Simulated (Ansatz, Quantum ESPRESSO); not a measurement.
# LiHF2 (R-3m): zone-centre phonons, part 3 of 3

Which modes does LiHF2 (R-3m) have at the zone centre?

Quantum ESPRESSO 7.5; DFT LDA, scalar-relativistic, plane waves, JTH PAW pseudopotentials.

So far. Step 5 (Zone-centre response): The acoustic modes at Γ come out as far as 1.9 cm⁻¹ from zero, where they should vanish, a small numerical error; the Born charges miss their sum rule by 0.016 e, which is good. Step 6 (Modes with the sum rule): The rule moves no optical mode by more than 0.1 cm⁻¹. The relaxed cell has a = 2.868, c = 13.008 Å (conventional setting).

**8. Sum rules set otherwise: a sum rule for molecules or wires on a crystal**

This rule also removes rotations, which suits molecules and not a crystal; it is tried to see the harm.

dynmat.in

```
&INPUT
  fildyn = 'g.dyn'
  asr    = 'zero-dim'
  fileig = 'dynmat.eig'
  lperm  = .true.
/
```

Run with:

```bash
$ dynmat.x -in dynmat.in > dynmat.out
```

What it wrote:

```text
[banner, memory and clock lines left out]
Program DYNMAT v.7.5

     Reading Dynamical Matrix from file g.dyn
     ...Force constants read
     ...epsilon and Z* read
     Acoustic Sum Rule: || Z*(ASR) - Z*(orig)|| =    1.647018E+00
     Acoustic Sum Rule: ||dyn(ASR) - dyn(orig)||=    1.190901E-01
     A direction for q was not specified:TO-LO splitting will be absent

     Polarizability (A^3 units)
     multiply by 0.751195 for Clausius-Mossotti correction
         2.209592    0.000000   -0.000000
         0.000000    2.209592    0.000000
         0.000000    0.000000    2.909993

     IR activities are in (D/A)^2/amu units

# mode   [cm-1]    [THz]      IR
    1     -0.00   -0.0000    0.0000
    2     -0.00   -0.0000    0.0000
    3     -0.00   -0.0000    0.0000
    4      0.00    0.0000    0.0000
    5      0.00    0.0000    0.0000
    6    190.28    5.7044    0.1311
    7    190.28    5.7044    0.1311
    8    388.98   11.6614   12.1186
    9    690.13   20.6897    0.0000
   10   1126.25   33.7641   12.7086
   11   1126.25   33.7641   12.7086
   12   1916.08   57.4428   86.3329

Electronic dielectric permittivity tensor (relative, adimensional)
         1.898680    0.000000   -0.000000
         0.000000    1.898680    0.000000
         0.000000    0.000000    2.183545

 ... with zone-center polar mode contributions
         2.840193   -0.000000   -0.000000
        -0.000000    2.840193    0.000000
        -0.000000    0.000000    9.335553

[end of the log left out, with the tail of the file of modes that dynmat.x writes under the same name]
```

It took 0.47 s on 1 thread of Arm Neoverse V2, shared host.

The run ended normally, but on settings that are not sound.

The fault: a sum rule for molecules or wires on a crystal; 2 optical modes are projected out to zero frequency, as if they were rotations, and the static dielectric tensor is spoilt.

For a crystal the rule has to be 'simple' or 'crystal'.

Zone-centre frequencies as printed; negative means imaginary. Modes:

```
mode  frequency (cm⁻¹)
   1                 0
   2                 0
   3                 0
   4                 0
   5                 0
   6             190.3
   7             190.3
   8               389
   9             690.1
  10              1126
  11              1126
  12              1916
```

**9. The LO-TO splitting (1 0 0)**

A longitudinal polar mode sets up a macroscopic field that stiffens it; the term hangs on the direction from which q goes to zero.

dynmat.in

```
&INPUT
  fildyn = 'g.dyn'
  asr    = 'simple'
  fileig = 'dynmat.eig'
  q(1)   = 1.0
  q(2)   = 0.0
  q(3)   = 0.0
/
```

Run with:

```bash
$ dynmat.x -in dynmat.in > dynmat.out
```

What it wrote:

```text
[banner, memory and clock lines left out]
Program DYNMAT v.7.5

     Reading Dynamical Matrix from file g.dyn
     ...Force constants read
     ...epsilon and Z* read

     Polarizability (A^3 units)
     multiply by 0.751195 for Clausius-Mossotti correction
         2.209592    0.000000   -0.000000
         0.000000    2.209592    0.000000
         0.000000    0.000000    2.909993

     IR activities are in (D/A)^2/amu units

# mode   [cm-1]    [THz]      IR
    1     -0.00   -0.0000    0.0000
    2     -0.00   -0.0000    0.0000
    3      0.00    0.0000    0.0000
    4    176.16    5.2812    0.0000
    5    176.16    5.2812    0.0000
    6    361.14   10.8266    4.2674
    7    388.97   11.6611   12.1185
    8    512.18   15.3548    3.0207
    9    690.13   20.6897    0.0000
   10   1093.32   32.7770    4.5218
   11   1176.01   35.2559    5.7686
   12   1916.08   57.4427   86.3330

[end of the log left out, with the tail of the file of modes that dynmat.x writes under the same name]
```

Run time: 0.47 s. Hardware: 1 thread.

Read from the output:

```
highest mode moved by the LO-TO term : 1176 cm⁻¹
```

Zone-centre frequencies as printed; negative means imaginary. Modes:

```
mode  frequency (cm⁻¹)
   1                 0
   2                 0
   3                 0
   4             176.2
   5             176.2
   6             361.1
   7               389
   8             512.2
   9             690.1
  10              1093
  11              1176
  12              1916
```

The field moves 2 modes; the highest of them now lies at 1176 cm⁻¹, where the highest that moved away lay at 1093.

**10. Modes along a direction of q (0 0 1)**

dynmat.in

```
&INPUT
  fildyn = 'g.dyn'
  asr    = 'simple'
  fileig = 'dynmat.eig'
  q(1)   = 0.0
  q(2)   = 0.0
  q(3)   = 1.0
/
```

Run with:

```bash
$ dynmat.x -in dynmat.in > dynmat.out
```

What it wrote:

```text
[banner, memory and clock lines left out]
Program DYNMAT v.7.5

     Reading Dynamical Matrix from file g.dyn
     ...Force constants read
     ...epsilon and Z* read

     Polarizability (A^3 units)
     multiply by 0.751195 for Clausius-Mossotti correction
         2.209592    0.000000   -0.000000
         0.000000    2.209592    0.000000
         0.000000    0.000000    2.909993

     IR activities are in (D/A)^2/amu units

# mode   [cm-1]    [THz]      IR
    1     -0.00   -0.0000    0.0000
    2     -0.00   -0.0000    0.0000
    3      0.00    0.0000    0.0000
    4    176.16    5.2812    0.0000
    5    176.16    5.2812    0.0000
    6    361.14   10.8266    4.2674
    7    361.14   10.8266    4.2674
    8    601.06   18.0194    3.5389
    9    690.13   20.6897    0.0000
   10   1093.32   32.7770    4.5218
   11   1093.32   32.7770    4.5218
   12   2563.94   76.8650   94.9126

[end of the log left out, with the tail of the file of modes that dynmat.x writes under the same name]
```

It took 0.47 s on 1 thread.

This step gave:

- highest mode moved by the LO-TO term: 2564 cm⁻¹

Zone-centre frequencies as printed; negative means imaginary. Modes:

```csv
mode,frequency (cm⁻¹)
1,0
2,0
3,0
4,176.2
5,176.2
6,361.1
7,361.1
8,601.1
9,690.1
10,1093
11,1093
12,2564
```

The field moves 2 modes; the highest of them now lies at 2564 cm⁻¹, where the highest that moved away lay at 1916.

**11. Modes along a direction of q (1 1 1)**

dynmat.in

```
&INPUT
  fildyn = 'g.dyn'
  asr    = 'simple'
  fileig = 'dynmat.eig'
  q(1)   = 1.0
  q(2)   = 1.0
  q(3)   = 1.0
/
```

Run with:

```bash
$ dynmat.x -in dynmat.in > dynmat.out
```

What it wrote:

```text
[banners, grids, parts of the stress and lines that vanish by symmetry left out]
[banner, memory and clock lines left out]
Program DYNMAT v.7.5

     Reading Dynamical Matrix from file g.dyn
     ...Force constants read
     ...epsilon and Z* read

     Polarizability (A^3 units)
     multiply by 0.751195 for Clausius-Mossotti correction
         2.209592    0.000000   -0.000000
         0.000000    2.209592    0.000000
         0.000000    0.000000    2.909993

     IR activities are in (D/A)^2/amu units

# mode   [cm-1]    [THz]      IR
    1     -0.00   -0.0000    0.0000
    2     -0.00   -0.0000    0.0000
[...]
11   1132.16   33.9413    5.5755
   12   2180.74   65.3768   90.1973

[end of the log left out, with the tail of the file of modes that dynmat.x writes under the same name]
```

Elapsed: 0.47 s, on 1 thread.

Read from the output:

- highest mode moved by the LO-TO term: 2181 cm⁻¹

Zone-centre frequencies as printed; negative means imaginary. Modes:

```csv
mode,frequency (cm⁻¹)
1,0
2,0
3,0
4,176.2
5,176.2
6,361.1
7,372.1
8,558.4
9,690.1
10,1093
11,1132
12,2181
```

The field moves 4 modes; the highest of them now lies at 2181 cm⁻¹, where the highest that moved away lay at 1916.

**12. A second program**

The same cell goes through another code, with its own cutoff. The potentials differ. Its k mesh is centred on Γ.

This step: DFT LDA, scalar-relativistic, plane waves, PseudoDojo norm-conserving pseudopotentials (Ansatz 0.2.0).

input.yaml

```yaml
crystal:
  lattice:
    - [1.4342209375, 0.8280478443, 4.336049938]
    - [-1.4342209375, 0.8280478443, 4.336049938]
    - [0.0, -1.6560956886, 4.336049938]
  atoms:
    - { symbol: Li, position: [0.0, 0.0, 0.0] }
    - { symbol: H, position: [0.5, 0.5, 0.5] }
    - { symbol: F, position: [0.4126071074, 0.4126071074, 0.4126071074] }
    - { symbol: F, position: [0.5873928926, 0.5873928926, 0.5873928926] }
kpoints:
  mp_grid: { grid: [9, 9, 9] }
hamiltonian:
  xc: lda
  pseudopotentials: { kind: nc, accuracy: standard }
scf:
  occupations: { method: fixed }
output:
  eigenvalues: true
phonons:
  method: dfpt
  dielectric: true
  rigid_motions: translations
```

Run with:

```bash
$ ansatz run input.yaml --threads 8 --pin off --max-ram 16384MiB --backend cpu --events-out ev --progress --plain --runs-dir out
```

What it wrote:

```text
Engine: ansatz 0.2.0, aarch64-unknown-linux-gnu
Pseudopotentials: kind: nc
Pseudopotential: Li, nc, valence charge 3, recommended cutoff 1006.821291 eV (normal), Li.nc.azcp (PseudoDojo's, or run here from an input of PseudoDojo's; its table is named by hamiltonian.pseudopotentials.accuracy)
Pseudopotential: H, nc, valence charge 1, recommended cutoff 1006.821291 eV (normal), H.nc.azcp (PseudoDojo's, or run here from an input of PseudoDojo's; its table is named by hamiltonian.pseudopotentials.accuracy)
Pseudopotential: F, nc, valence charge 7, recommended cutoff 1142.878222 eV (normal), F.nc.azcp (PseudoDojo's, or run here from an input of PseudoDojo's; its table is named by hamiltonian.pseudopotentials.accuracy)
Functional definition: SPW92
  exchange = slater_x
  correlation = pw_c
Crystal: 4 atoms, lattice volume = 30.897 Å³
Basis set: ecut = 1142.878222 eV, 2663 PW (Γ), exchange–correlation on 108×108×108 points (8 copies of the dense FFT grid, shifted against one another)
Bands: 13, of which v1, the nominal top of the filled ones, is band 9 counted from 1 (8 counted from 0)
Symmetry: 12 space group operations
k-points: 205 of 729 (irreducible under 2 space group operations, time reversal used)
Non-local potential: Li, projectors of the file, l = 0: 2, l = 1: 2
Non-local potential: H, projectors of the file, l = 0: 2, l = 1: 1
Non-local potential: F, projectors of the file, l = 0: 2, l = 1: 2, l = 2: 1
Initial density: superposition of atomic densities (chi_scale 0.1, normalization cell, long waves kept (reshape's long-wave potential 0.05 eV rms))
Initial wavefunctions: pseudopotential atomic-orbital guess
Functional: x = slater, c = lda
SCF iter   1: F=—  HF=-1552.594458 eV  |F-HF|=—  |Δ(HF+E_count)|=         —  Δρ=7.34e-2  dr2=1.75e0  ethr=3.10e-3  ⟨swp⟩=4.2  Hψ=13155  notcnv=0  defer=399
preconditioner: auto → none  [insulator: Δε(μ)=9.036 eV  Ē_g=21.399 eV  n_scr=2 (ndim 8)  ℏωp=26.7 eV  f_vac=0.000  ε∞_Penn≈2.6]
SCF iter   2: F=—  HF=-1551.816660 eV  |F-HF|=—  |Δ(HF+E_count)|=   7.78e-1  Δρ=3.13e-2  dr2=1.44e-1  ethr=3.10e-3  ⟨swp⟩=3.5  Hψ=6869  notcnv=0  defer=406
SCF iter   3: F=—  HF=-1551.756655 eV  |F-HF|=—  |Δ(HF+E_count)|=   6.00e-2  Δρ=1.09e-2  dr2=2.24e-2  ethr=8.01e-4  ⟨swp⟩=2.1  Hψ=4930  notcnv=0  defer=410
SCF iter   4: F=—  HF=-1551.749389 eV  |F-HF|=—  |Δ(HF+E_count)|=   7.27e-3  Δρ=3.37e-3  dr2=1.21e-3  ethr=1.25e-4  ⟨swp⟩=2.6  Hψ=4889  notcnv=0  defer=410
SCF iter   5: F=—  HF=-1551.749110 eV  |F-HF|=—  |Δ(HF+E_count)|=   2.79e-4  Δρ=8.48e-4  dr2=3.52e-5  ethr=6.74e-6  ⟨swp⟩=2.3  Hψ=4437  notcnv=0  defer=410
SCF iter   6: F=—  HF=-1551.749112 eV  |F-HF|=—  |Δ(HF+E_count)|=   1.68e-6  Δρ=3.46e-5  dr2=1.19e-7  ethr=1.95e-7  ⟨swp⟩=1.9  Hψ=3167  notcnv=0  defer=351
SCF iter   7: F=—  HF=-1551.749197 eV  |F-HF|=—  |Δ(HF+E_count)|=   8.51e-5  Δρ=5.68e-6  dr2=4.53e-9  ethr=6.61e-10  ⟨swp⟩=2.0  Hψ=3974  notcnv=0  defer=46
SCF iter   8: F=—  HF=-1551.749197 eV  |F-HF|=—  |Δ(HF+E_count)|=   2.03e-9  Δρ=1.15e-6  dr2=1.96e-10  ethr=2.52e-11  ⟨swp⟩=2.1  Hψ=4232  notcnv=0  defer=46
SCF iter   9: F=-1551.749197 eV  HF=-1551.749197 eV  |F-HF|=1.59e-12  |Δ(HF+E_count)|=  1.02e-10  Δρ=1.25e-7  dr2=1.80e-12  ethr=1.00e-12  ⟨swp⟩=8.2  Hψ=17234  notcnv=0
SCF 1 converged in 9 iterations: F = -1551.749197 eV  dr2 = 1.80e-12
NSCF: frozen V_eff on 10 k-points
DFPT response loops at Γ: preconditioner auto → none (the input reference at scf.mixing.eps_inf says where Resta's filter doesn't serve); β = 0.50; Broyden in place of MSR1
SCF converged after 9 iterations
Free energy (F): -1551.749197 eV
Harris-Foulkes:  -1551.749197 eV  (|F-HF|=1.59e-12)
Internal energy: -1551.749197 eV  (E = F + TS)
E sigma→0 (E₀):  -1551.749197 eV
Fermi energy:    -0.748766 eV
--- Per-component energies (eV) ---
  E_band       = -193.296658
  E_kinetic    = 1038.188650
  E_local      = -1478.801407  (includes V_loc(G=0)·N_el)
  E_nonlocal   = -273.500301
  E_hartree    = 463.413348
  E_xc         = -348.912279
  E_vxc        = -406.010297  (∫ρ·V_xc dr)
  E_ewald      = -952.137209
  E_smearing   = -0.000000  (= −TS)
  E_closure    = 0.000000  (closes the sum)
  Σ components = -1551.749197   (vs F -1551.749197, Δ=0.00e0)
--- Band table (eV; the first three rows and the last of 205) ---
  k-point 0: bands = [... 5 lower, -1.1360, -1.1216, -0.9622, -0.9622, 7.5656, 12.3185, 16.5000, 17.9939]
  k-point 1: bands = [... 5 lower, -1.2276, -1.1969, -1.0354, -1.0077, 7.9517, 12.7483, 16.3610, 17.7460]
  k-point 2: bands = [... 5 lower, -1.6531, -1.3392, -1.1596, -1.1301, 8.8816, 13.8205, 15.7298, 17.4266]
  k-point 204: bands = [... 5 lower, -1.6513, -1.4108, -0.9109, -0.7787, 8.8020, 12.2621, 15.2105, 18.6851]
--- Phonons (Γ-DFPT): 6 representative perturbations + reference, on 205 of 729 k-points (Σ response iterations 22) ---
  k mesh reduced under 2 symmetry operations, with k and −k counted as one. Each operation leaves every solved perturbation unchanged. A smaller set is not considered because the run solves the response to a homogeneous field
  ASR residual: 7.155e-5 → 0.000e0 eV/Å²; symmetrization residual: 1.145e-6 eV/Å²
  ASR residual per site (eV/Å²): 1.96e-5 1.78e-5 7.16e-5 7.16e-5
  Γ frequencies (cm⁻¹): 0.00 0.00 0.00 176.47 176.47 348.07 348.07 366.23 683.21 1117.91 1117.91 1814.60
  ε∞ (high-frequency dielectric tensor):
        1.899154     0.000000     0.000000
        0.000000     1.899154     0.000000
       -0.000000     0.000000     2.180058
  ε⁰ (static dielectric tensor: ions relaxed, cell fixed):
        4.629594    -0.000000     0.000000
       -0.000000     4.629594    -0.000000
        0.000000    -0.000000    10.965165
  ε⁰ − ε∞ (ionic part):
        2.730440    -0.000000     0.000000
       -0.000000     2.730440    -0.000000
        0.000000    -0.000000     8.785108
  softest optical mode at Γ: 176.47 cm⁻¹; the repairs (sum rule, projections) moved no ω² at Γ by more than (2.91 cm⁻¹)²
  Born effective charges Z* (e; rows j = field, columns β = displacement):
    site 0:
         1.06158   -0.00000    0.00000
         0.00000    1.06158    0.00000
         0.00000    0.00000    1.06866
    site 1:
         0.40243   -0.00000    0.00000
         0.00000    0.40243    0.00000
         0.00000    0.00000    1.98710
    site 2:
        -0.73200   -0.00000   -0.00000
         0.00000   -0.73200   -0.00000
         0.00000   -0.00000   -1.52788
    site 3:
        -0.73200    0.00000    0.00000
         0.00000   -0.73200   -0.00000
         0.00000   -0.00000   -1.52788
  Z* charge neutrality: 9.227e-6 e pre-enforcement
  k-mesh period / interband length: 25.8 Å / 0.76 Å = 34.01 at k = (0.4444, 0.4444, 0.4444), direct gap 9.148 eV — 14 or more, which is no proof of convergence
  optical modes at Γ without the LO–TO term, one row a degenerate level:
      ω (cm⁻¹)  modes    IR ((D/Å)²/amu)
        176.47      2             0.0000
        348.07      2             8.7337
        366.23      1            13.5548
        683.21      1             0.0000
       1117.91      2             8.7749
       1814.60      1            86.2845
  optical modes at Γ + LO–TO along q̂ = [1.0000, 0.0000, 0.0000]:
      ω (cm⁻¹)  modes    IR ((D/Å)²/amu)
        176.47      2             0.0000
        348.07      1             4.3669
        366.23      1            13.5548
        507.84      1             3.1801
        683.21      1             0.0000
       1117.91      1             4.3874
       1196.32      1             5.5742
       1814.60      1            86.2845
  optical modes at Γ + LO–TO along q̂ = [0.0000, 1.0000, 0.0000]:
      ω (cm⁻¹)  modes    IR ((D/Å)²/amu)
        176.47      2             0.0000
        348.07      1             4.3669
        366.23      1            13.5548
        507.84      1             3.1801
        683.21      1             0.0000
       1117.91      1             4.3874
       1196.32      1             5.5742
       1814.60      1            86.2845
  optical modes at Γ + LO–TO along q̂ = [0.0000, 0.0000, 1.0000]:
      ω (cm⁻¹)  modes    IR ((D/Å)²/amu)
        176.47      2             0.0000
        348.07      2             8.7337
        597.04      1             3.5091
        683.21      1             0.0000
       1117.91      2             8.7749
       2496.36      1            96.3302
```

It took 54 s on 8 threads; peak memory 1.4 GiB; 6.9 min of CPU time.

Numbers from this step:

```
gap on the k-mesh                                : 8.314 eV
sum-rule residual before enforcement             : 7.16e-5 eV/Å²
miss of the charge sum rule                      : 9.23e-6 e
highest optical zone-centre mode (no LO-TO term) : 1815 cm⁻¹
lowest optical zone-centre mode                  : 176.5 cm⁻¹
mean high-frequency dielectric constant          : 1.993
largest Born charge in size (third of the trace) : 1.064 e
mean static dielectric constant                  : 6.741
highest mode moved by the LO-TO term             : 2496 cm⁻¹
```

Transverse modes. Lines of the infrared spectrum (strongest = 100):

| position (cm⁻¹) | label | IR intensity ((D/Å)²/amu), degenerate modes summed, relative |
| --- | --- | --- |
| 176 | Eg | 0.0 |
| 348 | Eu | 10 |
| 366 | A2u | 16 |
| 683 | A1g | 0.0 |
| 1118 | Eu | 10 |
| 1815 | A2u | 100 |

**13. Side by side: QE JTH and Ansatz, PseudoDojo**

Worked out from the results:

| Quantity | Value |
| --- | --- |
| root-mean-square difference | 37.14 cm⁻¹ |
| largest difference | 101.5 cm⁻¹ |

Frequencies side by side, by row:

```csv
q (reciprocal lattice),mode,QE JTH (cm⁻¹),"Ansatz, PseudoDojo (cm⁻¹)"
0 0 0,1,0,0
0 0 0,2,0,0
0 0 0,3,0,0
0 0 0,4,176.2,176.5
0 0 0,5,176.2,176.5
0 0 0,6,361.1,348.1
0 0 0,7,361.1,348.1
0 0 0,8,389,366.2
0 0 0,9,690.1,683.2
0 0 0,10,1093,1118
0 0 0,11,1093,1118
0 0 0,12,1916,1815
```

The two runs side by side. Further quantities:

```
                                                                               quantity  QE JTH  Ansatz, PseudoDojo
                                                                                mean ε∞   1.994               1.993
largest Born charge in size (e; the first before, the second after the charge sum rule)   1.048               1.064
```

At the zone centre the largest difference (acoustic modes at Γ apart) is 5 % of the highest mode.

**14. What came out**

```
space group after relaxation                                           : R-3m
volume per atom                                                        : 7.72 Å³
gap on the k-mesh                                                      : 8.26 eV
highest optical zone-centre mode (no LO-TO term)                       : 1916 cm⁻¹
lowest optical zone-centre mode                                        : 176.2 cm⁻¹
highest mode moved by the LO-TO term                                   : 2564 cm⁻¹
mean high-frequency dielectric constant                                : 1.99
largest Born charge in size (third of the trace)                       : 1.05 e
mean static dielectric constant                                        : 6.06
imaginary optical modes at the zone centre (no q mesh in this session) : none
largest difference from Ansatz, PseudoDojo                             : 101.5 cm⁻¹
```

What this shows: At the LDA level the optical modes of LiHF2 (R-3m) at the zone centre (no LO-TO term) run from 176 to 1916 cm⁻¹. Along the directions run, the highest mode that the macroscopic field moves lies at 2564 cm⁻¹. Lattice motion raises the mean dielectric constant from 1.994 to 6.058. Of the 9 optical modes, 3 are Raman active alone and 6 are infrared active alone; inversion symmetry keeps the two sets apart. QE JTH and Ansatz, PseudoDojo differ by 37.1 cm⁻¹ in the root mean square and by 101.5 cm⁻¹ at most, 5.3 % of the highest mode compared (acoustic modes at Γ left out); the two use different potentials, and the cell was not relaxed for the second set. These are harmonic frequencies at zero temperature: anharmonic shifts and linewidths and thermal expansion are left out. The structure comes from a database and need not be the phase that is stable at ambient conditions.

[Host names and launcher messages were left out of these logs when they were recorded.]

[Logs are printed without paths, hosts, clocks, repeated set-up lines and the standing remarks that a program may print on its own settings, such as how far it seeks lower states.]

[Hosts, paths, dates, database ids (printed as entryN), source tags and the programs' standing remarks are cut or masked in the printed files.]
